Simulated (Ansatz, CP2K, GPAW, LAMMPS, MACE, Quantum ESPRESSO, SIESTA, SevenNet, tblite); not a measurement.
# Which run comes nearest? Liquid Zn23Cd15S38 at 1800 K (76 atoms)

Density of this cell: 4.35 g/cm³. The cell holds 76 atoms: 23 Zn, 15 Cd and 38 S. Its edges and angles: a = 11.895 Å, b = 11.895 Å, c = 11.895 Å, α = 90.0°, β = 90.0°, γ = 90.0°. 76 atoms (23 Zn, 15 Cd, 38 S) placed at random at 4.35 g/cm³, melted at 2500 K for 10 ps at fixed volume with the Stillinger-Weber II-VI potential (Zhou et al., Phys. Rev. B 88, 085309 (2013)). Snapshot at the end of a hold of 5 ps at 1800 K and fixed volume.

Geometry: as built.

The reference, a calculation:

* method: Kohn-Sham DFT, PBE, PAW, plane waves (Ansatz 0.2.0); cutoff 420 eV, Γ point, fermi-dirac smearing of 0.05 eV; PAW set soft_2
* r.m.s. force component: 0.8509 eV/Å
* longest force: 2.828 eV/Å
* pressure: -1.136 GPa
* SCF cycles: 13
* time: 29 s on 4 threads of Arm Neoverse V2, shared host
* CPU time: 1.9 min

Runs, in no order:
A. GPAW PBE, LCAO sz(dzp), h 0.2 Å: Kohn-Sham DFT, PBE, PAW, atomic orbitals (sz(dzp))
B. GPAW PBE, LCAO dzp, h 0.2 Å: Kohn-Sham DFT, PBE, PAW, atomic orbitals (dzp)
C. SIESTA PBE, DZP, shift 0.01 Ry, mesh 500 Ry: Kohn-Sham DFT, PBE, PseudoDojo 0.4.1 norm-conserving pseudopotentials (converted to PSML), numerical atomic orbitals (DZP), diagonalisation
D. QE PBE, sssp-1.3.0-efficiency, 45/360 Ry: Kohn-Sham DFT, PBE, SSSP efficiency 1.3.0 pseudopotentials, plane waves
E. MACE MP-0b3 medium potential: machine-learned interatomic potential MACE MP-0b3 medium, trained on PBE(+U) plane-wave data

Q: Order them from the smallest to the largest r.m.s. force difference.

D, B, C, E, A.

```tsv
run	Δ force, r.m.s. (meV/Å)	share of r.m.s. force (%)	CPU time
D. QE PBE, sssp-1.3.0-efficiency, 45/360 Ry	12.8	1.50	24 min
B. GPAW PBE, LCAO dzp, h 0.2 Å	59.0	6.93	4.8 min
C. SIESTA PBE, DZP, shift 0.01 Ry, mesh 500 Ry	112	13.1	4.8 min
E. MACE MP-0b3 medium potential	160	18.8	6.7 s
A. GPAW PBE, LCAO sz(dzp), h 0.2 Å	289	34.0	2 min
```

Machine-learned potentials mimic data converged in k, so the reference's own k-point error enters their differences. The network of bonds at the start is that of the classical potential that made the cell, and needn't be the one that DFT or experiment would give. The electronic-structure runs sample only Γ, in a cell whose shortest periodic width is 12 Å, which is coarse for a cell with partly filled levels.

[Logs are printed without paths, hosts, clocks, repeated set-up lines and the standing remarks that a program may print on its own settings, such as how far it seeks lower states.]

[Hosts, paths, dates, database ids (printed as entryN), source tags and the programs' standing remarks are cut or masked in the printed files.]
